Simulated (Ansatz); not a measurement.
# The gap of SiO2 (I-42d): a ladder of methods and an error budget, part 2 of 3

Aim: a best estimate of the quasiparticle gap of SiO2 (I-42d), with each correction and its cost laid out.

Ansatz 0.2.0; density functionals, hybrids, G0W0, plane waves, PAW. Known limits of the many-body steps: not at the basis limit.

So far. Step 4 (HSE06): The gap stands +2.05 eV against LDA. Step 5 (PBE0): The gap stands +2.82 eV against LDA.

In doubt: masses and optical values from hybrid runs of this build are listed as unsure (step 11), which bears on the screening that GW takes from such a start.

### Step 6. Dielectric tensor

ε∞ sets how strongly the crystal screens. Perturbation theory gives it with local fields and without a sum over empty bands.

This step: dielectric response by perturbation theory, LDA, plane waves, PAW; PAW set soft_1.

Input file input.yaml:

```yaml
crystal:
  lattice:
    - [-2.37405, 2.37405, 3.744]
    - [2.37405, -2.37405, 3.744]
    - [2.37405, 2.37405, -3.744]
  atoms:
    - { symbol: Si, position: [0.0, 0.0, 0.0] }
    - { symbol: Si, position: [0.75, 0.25, 0.5] }
    - { symbol: O, position: [0.99838, 0.625, 0.87338] }
    - { symbol: O, position: [0.375, 0.24838, 0.37338] }
    - { symbol: O, position: [0.75162, 0.125, 0.12662] }
    - { symbol: O, position: [0.875, 0.00162, 0.62662] }
kpoints:
  mp_grid: { grid: [6, 6, 6] }
hamiltonian:
  xc: lda
  pseudopotentials: { kind: paw, azcp: { folder: soft_1 }, xc_functional: pbe }
scf:
  occupations: { method: fixed }
dielectric: {}
```

Launch:

```console
$ ansatz run input.yaml --threads 3 --pin off --max-ram 92160MiB --backend cuda --events-out ev --progress --plain --runs-dir out --devices 1 --max-vram 13GiB
```

Numbers of over 12 decimals in the logs are rounded to 6 here.

Log:

```text
GPUs: using 1 of 1 available (devices: 1).
[...]
GPU FFT provider: cuFFT
GPU libraries: cuBLAS 13.8.2, cuFFT 12.4.0, cuSOLVER 12.3.4
Crystal: 6 atoms, lattice volume = 84.406 Å³
Basis set: ecut = 420 eV, 1637 PW (Γ), exchange–correlation on 72×72×72 points (8 copies of the dense FFT grid, shifted against one another)
Bands: 22, of which v1, the nominal top of the filled ones, is band 16 counted from 1 (15 counted from 0)
Symmetry: 8 space group operations
k-points: 112 of 216 (irreducible under 1 space group operation, time reversal used)
[...]
GPU buffer pool allocated for 46656 grid points (all kernels)
[...]
SCF iter   1: F=—  HF=-3448.427705 eV  |F-HF|=—  |Δ(HF+E_count)|=         —  Δρ=1.17e-1  dr2=1.03e1  ethr=3.10e-3  ⟨swp⟩=5.0  Hψ=12338  notcnv=0  defer=345
[...]
SCF iter   8: F=-3445.348802 eV  HF=-3445.348802 eV  |F-HF|=7.28e-12  |Δ(HF+E_count)|=  8.51e-10  Δρ=2.02e-7  dr2=1.52e-11  ethr=1.00e-12  ⟨swp⟩=12.3  Hψ=13291  notcnv=0
SCF 1 converged in 8 iterations: F = -3445.348802 eV  dr2 = 1.52e-11
[...]
the response reads at least the filled bands of the reference SCF and the lowest empty band at each k-point, and that SCF's band table does not vouch for those bands. The notice of the band table in this run's record says why
[...]
DFPT response loops at Γ: preconditioner auto → none (the input reference at scf.mixing.eps_inf says where Resta's filter doesn't serve); β = 0.50; Broyden in place of MSR1
SCF converged after 8 iterations
Free energy (F): -3445.348802 eV
[...]
Internal energy: -3445.348802 eV  (E = F + TS)
E sigma→0 (E₀):  -3445.348802 eV
Fermi energy:    0.804106 eV
[...]
--- Band table (eV; the first three rows and the last of 112) ---
  k-point 0: bands = [... 12 lower, -0.5178, -0.2293, 0.8041, 0.8041, 6.6258, 9.2615, 11.8999, 11.8999, ... 2 higher]
  k-point 1: bands = [... 12 lower, -0.5316, -0.0641, 0.7542, 0.7589, 7.2631, 9.6885, 11.0781, 11.6682, ... 2 higher]
  k-point 2: bands = [... 12 lower, -0.3270, 0.1475, 0.6402, 0.6550, 8.6935, 10.5691, 10.5779, 10.9647, ... 2 higher]
  k-point 111: bands = [... 12 lower, -0.6973, -0.6973, 0.7012, 0.7012, 9.5984, 9.5984, 10.2797, 10.2797, ... 2 higher]
--- Dielectric response (ions clamped): 2 representative field directions + reference, on 112 of 216 k-points (Σ response iterations 15) ---
  k mesh reduced under 1 symmetry operation, with k and −k counted as one. Each operation leaves every solved perturbation unchanged. A smaller set is not considered because the run solves the response to a homogeneous field
  ε∞ (high-frequency dielectric tensor):
        2.323167     0.000000     0.000000
       -0.000000     2.323167    -0.000000
        0.000000    -0.000000     2.383238
  Born effective charges Z* (e; rows j = field, columns β = displacement):
    site 0:
         3.20961   -0.41492   -0.00000
         0.41492    3.20961    0.00000
         0.00000    0.00000    3.44272
    site 1:
         3.20961    0.41492    0.00000
        -0.41492    3.20961    0.00000
[...]
site 2:
[...]
site 3:
[...]
site 4:
[...]
0.84287    0.00000   -1.72136
    site 5:
        -1.08105    0.00000    0.00000
         0.00000   -2.12856    0.89039
         0.00000    0.84287   -1.72136
  Z* charge neutrality: 3.097e-5 e pre-enforcement
  k-mesh period / interband length: 30.2 Å / 1.04 Å = 29.10 at k = (0.0000, 0.0000, 0.0000), direct gap 5.822 eV — 14 or more, which is no proof of convergence
```

Run time: 16 s. Hardware: 1 × NVIDIA H100 80GB HBM3 (shared by 6 runs) with 3 threads of AMD EPYC 7R13 (Zen 3), shared host; peak memory 1.4 GiB.

One over ε∞ averages 0.43, above the quarter of exact exchange in PBE0, which should therefore fall short.

High-frequency dielectric tensor:

```
2.32 0.00 0.00
0.00 2.32 0.00
0.00 0.00 2.38
```

### Step 7. G0W0, 6×6×6 mesh, 109 empty bands, screening to 69 eV, PAW set soft_1 files

Now the one-shot GW correction: screening in the RPA, then the self-energy of the levels asked for. This step takes PAW set soft_1 files.

This step: G0W0 on LDA, plane waves, PAW; PAW set soft_1.

input.yaml, as its differences from that of step 6:

```diff
@@ -19,2 +19,7 @@
   occupations: { method: fixed }
-dielectric: {}
+gw:
+  n_empty_bands: 109
+  ecut_chi: 69
+  qp_bands: [v2, c2]
+  qp_kpoints: band_edges
+  screening: { model: contour_deformation }
```

Log:

```text
GPUs: using 1 of 1 available (devices: 1).
[...]
GPU FFT provider: cuFFT
GPU libraries: cuBLAS 13.8.2, cuFFT 12.4.0, cuSOLVER 12.3.4
Crystal: 6 atoms, lattice volume = 84.406 Å³
Basis set: ecut = 420 eV, 1637 PW (Γ)
Bands: 22, of which v1, the nominal top of the filled ones, is band 16 counted from 1 (15 counted from 0)
Symmetry: 8 space group operations
[...]
k-points: 30 of 216 (time reversal used)
[...]
1    18      9.6885    -5.8470    -3.7183   -11.6163  0.8616    11.7673    11.7395  root
[...]
29    15      0.7012   -26.4322     4.4273   -20.6274  0.8082    -0.6930    -0.6764  root
    29    16      0.7012   -26.4322     4.4273   -20.6274  0.8082    -0.6930    -0.6764  root
    29    17      9.5984    -7.4282    -3.3708   -12.7363  0.8581    11.5612    11.5356  root
    29    18      9.5984    -7.4282    -3.3708   -12.7363  0.8581    11.5612    11.5356  root
[key lines of the parts left out:]
SCF converged after 7 iterations
Free energy (F): -3445.348801 eV
Fermi energy:    0.804123 eV
```

Run time: 29 s. Hardware: 1 × NVIDIA H100 80GB HBM3 (shared by 6 runs) with 3 threads; peak memory 1.2 GiB.

This step gave:

```yaml
bands_summed: 125
rpa_eps_infinity_on_this_mesh_eigenvalues: 2.263, 2.263, 2.325
plane_waves_in_the_screening_matrix: 113
g0w0_gap_on_the_mesh: 8.762 eV
k_of_the_valence_top: 0, 0, 0
k_of_the_conduction_bottom: 0, 0, 0
starting_gap_on_the_mesh: 5.822 eV
least_direct_g0w0_gap_on_the_computed_points: 8.762 eV
```

The gap on the mesh goes from 5.82 eV to 8.76 eV, a correction of +2.94 eV. Between the two edge states, bare exchange in place of the xc potential would open the gap by 10.61 eV, and correlation takes back 7.67 eV.

### Step 8. G0W0, 6×6×6 mesh, 310 empty bands, screening to 138 eV, PAW set soft_1 files

Bands and screening cutoff are moved together, since each hides the error of the other.

input.yaml, as its differences from that of step 7:

```diff
@@ -20,4 +20,4 @@
 gw:
-  n_empty_bands: 109
-  ecut_chi: 69
+  n_empty_bands: 310
+  ecut_chi: 138
   qp_bands: [v2, c2]
```

Log:

```text
GPUs: using 1 of 1 available (devices: 1).
[...]
GPU FFT provider: cuFFT
GPU libraries: cuBLAS 13.8.2, cuFFT 12.4.0, cuSOLVER 12.3.4
Crystal: 6 atoms, lattice volume = 84.406 Å³
Basis set: ecut = 420 eV, 1637 PW (Γ)
Bands: 22, of which v1, the nominal top of the filled ones, is band 16 counted from 1 (15 counted from 0)
Symmetry: 8 space group operations
[...]
k-points: 30 of 216 (time reversal used)
[...]
1    18      9.6885    -5.8470    -3.9254   -11.6163  0.8596    11.5543    11.5324  root
[...]
29    15      0.7012   -26.4322     4.1156   -20.6274  0.8016    -1.0131    -0.9880  root
    29    16      0.7012   -26.4322     4.1156   -20.6274  0.8016    -1.0131    -0.9880  root
    29    17      9.5984    -7.4282    -3.5431   -12.7363  0.8547    11.3837    11.3633  root
    29    18      9.5984    -7.4282    -3.5431   -12.7363  0.8547    11.3837    11.3633  root
[key lines of the parts left out:]
SCF converged after 7 iterations
Free energy (F): -3445.348801 eV
Fermi energy:    0.804123 eV
```

Wall time 90 s (1 × NVIDIA H100 80GB HBM3 (shared by 6 runs) with 3 threads); peak memory 1.9 GiB.

This step gave:

```yaml
bands_summed: 326
rpa_eps_infinity_on_this_mesh_eigenvalues: 2.244, 2.244, 2.303
plane_waves_in_the_screening_matrix: 315
g0w0_gap_on_the_mesh: 9.011 eV
k_of_the_valence_top: 0, 0, 0
k_of_the_conduction_bottom: 0, 0, 0
starting_gap_on_the_mesh: 5.822 eV
least_direct_g0w0_gap_on_the_computed_points: 9.011 eV
```

Against the run with 6×6×6 mesh, 109 empty bands, screening to 69 eV, PAW set soft_1 files, the gap moves by +0.25 eV.

### Step 9. G0W0, 6×6×6 mesh, 668 empty bands, screening to 230 eV, PAW set soft_1 files

input.yaml, as its differences from that of step 8:

```diff
@@ -20,4 +20,4 @@
 gw:
-  n_empty_bands: 310
-  ecut_chi: 138
+  n_empty_bands: 668
+  ecut_chi: 230.0
   qp_bands: [v2, c2]
```

Log:

```text
GPUs: using 1 of 1 available (devices: 1).
[...]
GPU FFT provider: cuFFT
GPU libraries: cuBLAS 13.8.2, cuFFT 12.4.0, cuSOLVER 12.3.4
Crystal: 6 atoms, lattice volume = 84.406 Å³
Basis set: ecut = 420 eV, 1637 PW (Γ)
Bands: 22, of which v1, the nominal top of the filled ones, is band 16 counted from 1 (15 counted from 0)
Symmetry: 8 space group operations
[...]
k-points: 30 of 216 (time reversal used)
[...]
GPU buffer pool allocated for 46656 grid points (all kernels)
[...]
SCF iter   1: F=—  HF=-3448.428092 eV  |F-HF|=—  |Δ(HF+E_count)|=         —  Δρ=1.17e-1  dr2=1.03e1  ethr=3.10e-3  ⟨swp⟩=5.0  Hψ=3327  notcnv=0  defer=99
[...]
SCF iter   7: F=-3445.348801 eV  HF=-3445.348801 eV  |F-HF|=3.97e-10  |Δ(HF+E_count)|=   8.09e-8  Δρ=1.78e-6  dr2=1.21e-9  ethr=3.13e-10  ⟨swp⟩=12.0  Hψ=3426  notcnv=0
SCF 1 converged in 7 iterations: F = -3445.348801 eV  dr2 = 1.21e-9
[...]
G₀W₀ screening: q 1/30
[... further progress lines ...]
[...]
SCF converged after 7 iterations
Free energy (F): -3445.348801 eV
[...]
Internal energy: -3445.348801 eV  (E = F + TS)
E sigma→0 (E₀):  -3445.348801 eV
Fermi energy:    0.804123 eV
[...]
--- Band table (eV; the first three rows and the last of 30) ---
  k-point 0: bands = [... 12 lower, -0.5178, -0.2292, 0.8041, 0.8041, 6.6258, 9.2615, 11.8999, 11.8999, ... 2 higher]
  k-point 1: bands = [... 12 lower, -0.5315, -0.0641, 0.7542, 0.7589, 7.2631, 9.6885, 11.0781, 11.6682, ... 2 higher]
  k-point 2: bands = [... 12 lower, -0.3270, 0.1475, 0.6402, 0.6551, 8.6935, 10.5691, 10.5779, 10.9647, ... 2 higher]
  k-point 29: bands = [... 12 lower, -0.6973, -0.6973, 0.7012, 0.7012, 9.5984, 9.5984, 10.2797, 10.2797, ... 2 higher]
[...]
0    15      0.8041   -26.3173     3.8942   -20.5052  0.7989    -1.1467    -1.1137  root
     0    16      0.8041   -26.3173     3.8942   -20.5052  0.7989    -1.1467    -1.1137  root
     0    17      6.6258    -7.1692    -3.3868   -11.9672  0.8668     8.0472     8.0370  root
     0    18      9.2615    -5.6007    -3.9118   -11.2359  0.8626    11.0031    10.9849  root
     1    15      0.7542   -26.3298     3.8950   -20.5180  0.7988    -1.1955    -1.1625  root
     1    16      0.7589   -26.3117     3.9042   -20.4861  0.7986    -1.1957    -1.1624  root
     1    17      7.2631    -7.6636    -3.4203   -12.5578  0.8623     8.7486     8.7370  root
     1    18      9.6885    -5.8470    -3.9952   -11.6163  0.8595    11.4826    11.4626  root
     2    15      0.6402   -26.3494     3.9206   -20.5002  0.7983    -1.3222    -1.2884  root
     2    16      0.6551   -26.4632     3.8962   -20.6544  0.7984    -1.2903    -1.2574  root
     2    17      8.6935    -8.2181    -3.5966   -13.4473  0.8540    10.3421    10.3261  root
     2    18     10.5691    -7.8559    -4.2868   -14.1201  0.8518    12.5732    12.5464  root
     3    15      0.5736   -26.5526     3.8987   -20.7383  0.7984    -1.3749    -1.3420  root
     3    16      0.5736   -26.5526     3.8987   -20.7383  0.7984    -1.3749    -1.3420  root
     3    17     10.0505    -7.6438    -3.8168   -13.2097  0.8508    11.8202    11.7997  root
     3    18     10.0505    -7.6438    -3.8168   -13.2097  0.8508    11.8202    11.7997  root
     4    15      0.7596   -26.2535     3.8951   -20.4367  0.7989    -1.1953    -1.1620  root
     4    16      0.7682   -26.3451     3.8997   -20.5275  0.7987    -1.1827    -1.1496  root
     4    17      7.0811    -7.4954    -3.4076   -12.3557  0.8638     8.5450     8.5338  root
     4    18      9.5374    -5.8064    -3.9448   -11.5006  0.8604    11.3061    11.2869  root
     5    15      0.6422   -26.3766     3.9062   -20.5506  0.7982    -1.3108    -1.2774  root
     5    16      0.6997   -26.2313     3.9036   -20.4012  0.7988    -1.2603    -1.2267  root
     5    17      8.1155    -8.0037    -3.5335   -13.1079  0.8574     9.7003     9.6861  root
     5    18     10.2247    -6.0873    -4.0390   -11.9332  0.8563    12.0533    12.0316  root
[...]
28    15      0.6137   -26.3240     3.9093   -20.4943  0.7982    -1.3403    -1.3067  root
    28    16      0.6137   -26.3240     3.9093   -20.4943  0.7982    -1.3403    -1.3067  root
    28    17      9.8817    -7.8143    -3.8514   -13.4355  0.8504    11.6724    11.6515  root
    28    18      9.8817    -7.8143    -3.8514   -13.4355  0.8504    11.6724    11.6515  root
    29    15      0.7012   -26.4322     3.8967   -20.6274  0.7985    -1.2397    -1.2069  root
    29    16      0.7012   -26.4322     3.8967   -20.6274  0.7985    -1.2397    -1.2069  root
    29    17      9.5984    -7.4282    -3.6466   -12.7363  0.8536    11.2776    11.2599  root
    29    18      9.5984    -7.4282    -3.6466   -12.7363  0.8536    11.2776    11.2599  root
```

Wall time 5.3 min (1 × NVIDIA H100 80GB HBM3 (shared by 6 runs) with 3 threads); peak memory 4.3 GiB; 8.6 min of CPU time.

This step gave:

```
bands summed                                 : 684
RPA ε∞ on this mesh (eigenvalues)            : 2.239, 2.239, 2.296
plane waves in the screening matrix          : 657
q-points in the mesh                         : 216
G0W0 gap on the mesh                         : 9.151 eV
k of the valence top                         : 0, 0, 0
k of the conduction bottom                   : 0, 0, 0
starting gap on the mesh                     : 5.822 eV
Z at the valence top                         : 0.7989
Z at the conduction bottom                   : 0.8668
least direct G0W0 gap on the computed points : 9.151 eV
```

Against the run with 6×6×6 mesh, 310 empty bands, screening to 138 eV, PAW set soft_1 files, the gap moves by +0.14 eV.

Limits: finite bands, cutoff and mesh. v1 is the top filled band, c1 the lowest empty one. The levels before and after the correction (eV, zero at the valence-band top of each column):

```
           conduction bottom  valence top
Kohn-Sham               5.82         0.00
     G0W0               9.15         0.00
```

```
             level  occupation  energy (eV)
Kohn-Sham  Γ v2-v1           2        0.000
Kohn-Sham     Γ c1           0        5.822
Kohn-Sham     Γ c2           0        8.457
     G0W0  Γ v2-v1           2        0.000
     G0W0     Γ c1           0        9.151
     G0W0     Γ c2           0       12.099
```

The parts of the quasiparticle energy at the two band edges (eV; QP = start + Σx + Σc − Vxc):

```
      run               edge  start      Σx     Σc     Vxc     Z     QP
125 bands        valence top   0.80  -26.32   4.41  -20.51  0.81  -0.60
125 bands  conduction bottom   6.63   -7.17  -3.26  -11.97  0.87   8.17
326 bands        valence top   0.80  -26.32   4.11  -20.51  0.80  -0.90
326 bands  conduction bottom   6.63   -7.17  -3.31  -11.97  0.87   8.11
684 bands        valence top   0.80  -26.32   3.89  -20.51  0.80  -1.11
684 bands  conduction bottom   6.63   -7.17  -3.39  -11.97  0.87   8.04
```

### Step 10. G0W0@LDA, 4×4×4 mesh, 310 empty bands, screening to 138 eV, PAW set soft_1 files

Only the mesh changes. It samples the long-range screening, which converges on its own terms. Bands and cutoff differ from the step before, so it is read against an earlier run that matches them.

input.yaml, as its differences from that of step 9:

```diff
@@ -13,3 +13,3 @@
 kpoints:
-  mp_grid: { grid: [6, 6, 6] }
+  mp_grid: { grid: [4, 4, 4] }
 hamiltonian:
@@ -20,4 +20,4 @@
 gw:
-  n_empty_bands: 668
-  ecut_chi: 230.0
+  n_empty_bands: 310
+  ecut_chi: 138
   qp_bands: [v2, c2]
```

Log:

```text
GPUs: using 1 of 1 available (devices: 1).
[...]
GPU FFT provider: cuFFT
GPU libraries: cuBLAS 13.8.2, cuFFT 12.4.0, cuSOLVER 12.3.4
Crystal: 6 atoms, lattice volume = 84.406 Å³
Basis set: ecut = 420 eV, 1637 PW (Γ)
Bands: 22, of which v1, the nominal top of the filled ones, is band 16 counted from 1 (15 counted from 0)
Symmetry: 8 space group operations
[...]
k-points: 13 of 64 (time reversal used)
[...]
1    18     10.1317    -6.0131    -4.0258   -11.9395  0.8566    12.0566    12.0322  root
[...]
12    15      0.7013   -26.4405     4.1205   -20.6274  0.8015    -1.0166    -0.9913  root
    12    16      0.7013   -26.4405     4.1205   -20.6274  0.8015    -1.0166    -0.9913  root
    12    17      9.5984    -7.4238    -3.5475   -12.7362  0.8545    11.3837    11.3633  root
    12    18      9.5984    -7.4238    -3.5475   -12.7362  0.8545    11.3837    11.3633  root
[key lines of the parts left out:]
SCF converged after 7 iterations
Free energy (F): -3445.348639 eV
Fermi energy:    0.804150 eV
```

The job ended after 22 s (1 × NVIDIA H100 80GB HBM3 (shared by 6 runs) with 3 threads; peak memory 1.3 GiB; 30 s of CPU time).

This step gave:

| Quantity | Value |
| --- | --- |
| bands summed | 326 |
| RPA ε∞ on this mesh (eigenvalues) | 2.244, 2.244, 2.303 |
| plane waves in the screening matrix | 315 |
| G0W0 gap on the mesh | 9.018 eV |
| k of the valence top | 0, 0, 0 |
| k of the conduction bottom | 0, 0, 0 |
| starting gap on the mesh | 5.822 eV |
| least direct G0W0 gap on the computed points | 9.018 eV |

Against the run with 6×6×6 mesh, 310 empty bands, screening to 138 eV, PAW set soft_1 files, the gap moves by +0.007 eV.

### Step 11. G0W0@HSE06, 6×6×6 mesh, 310 empty bands, screening to 138 eV, PAW set soft_1 files

The same correction from a different start measures what one shot leaves open.

This step: G0W0 on HSE06, plane waves, PAW; PAW set soft_1.

input.yaml, as its differences from that of step 10:

```diff
@@ -13,6 +13,6 @@
 kpoints:
-  mp_grid: { grid: [4, 4, 4] }
+  mp_grid: { grid: [6, 6, 6] }
 hamiltonian:
-  xc: lda
-  pseudopotentials: { kind: paw, azcp: { folder: soft_1 }, xc_functional: pbe }
+  xc: hse06
+  pseudopotentials: { kind: paw, azcp: { folder: soft_1 } }
 scf:
```

Log:

```text
GPUs: using 1 of 1 available (devices: 1).
[...]
GPU FFT provider: cuFFT
GPU libraries: cuBLAS 13.8.2, cuFFT 12.4.0, cuSOLVER 12.3.4
Crystal: 6 atoms, lattice volume = 84.406 Å³
Basis set: ecut = 420 eV, 1637 PW (Γ)
Bands: 22, of which v1, the nominal top of the filled ones, is band 16 counted from 1 (15 counted from 0)
Symmetry: 8 space group operations
[...]
k-points: 30 of 216 (time reversal used)
[...]
1    17      8.3223    -6.9671    -2.9977   -10.9433  0.8892     9.3044     9.3009  root
     1    18     10.9055    -5.4380    -3.4736   -10.0368  0.8852    12.0361    12.0307  root
[...]
29    15     -0.3144   -26.5564     3.6070   -21.9075  0.8339    -1.3627    -1.3563  root
    29    16     -0.3144   -26.5564     3.6070   -21.9075  0.8339    -1.3627    -1.3563  root
    29    17     10.7691    -6.6506    -3.1153   -10.8404  0.8830    11.8485    11.8436  root
    29    18     10.7691    -6.6506    -3.1153   -10.8404  0.8830    11.8485    11.8436  root
[key lines of the parts left out:]
Free energy (F): -3548.825043 eV
Fermi energy:    -0.207636 eV
```

Run time: 2.4 min. Hardware: 1 × NVIDIA H100 80GB HBM3 (shared by 6 runs) with 3 threads; peak memory 2.4 GiB; 3.5 min of CPU time.

Numbers from this step:

```
bands summed                                 : 326
RPA ε∞ on this mesh (eigenvalues)            : 1.986, 1.986, 2.026
plane waves in the screening matrix          : 315
G0W0 gap on the mesh                         : 9.845 eV
k of the valence top                         : 0, 0, 0
k of the conduction bottom                   : 0, 0, 0
starting gap on the mesh                     : 7.875 eV
least direct G0W0 gap on the computed points : 9.845 eV
```

Against the run with 6×6×6 mesh, 310 empty bands, screening to 138 eV, PAW set soft_1 files on LDA, the gap moves by +0.83 eV, while the start moved by +2.05 eV.

(Part 2 of 3 ends here.)

[Paths, hosts, dates, memory and timing lines, banners, echoed tables and standing remarks are left out of the program output.]

[Logs are printed without paths, hosts, clocks, repeated set-up lines and the standing remarks that a program may print on its own settings, such as how far it seeks lower states.]

[Runs of the session that timed out or met a known fault of the program may be left out.]

[Cells called generated may have been cut or substituted from an entry of the Crystallography Open Database or the Materials Project.]

[Hosts, paths, dates, database ids (printed as entryN), source tags and the programs' standing remarks are cut or masked in the printed files.]
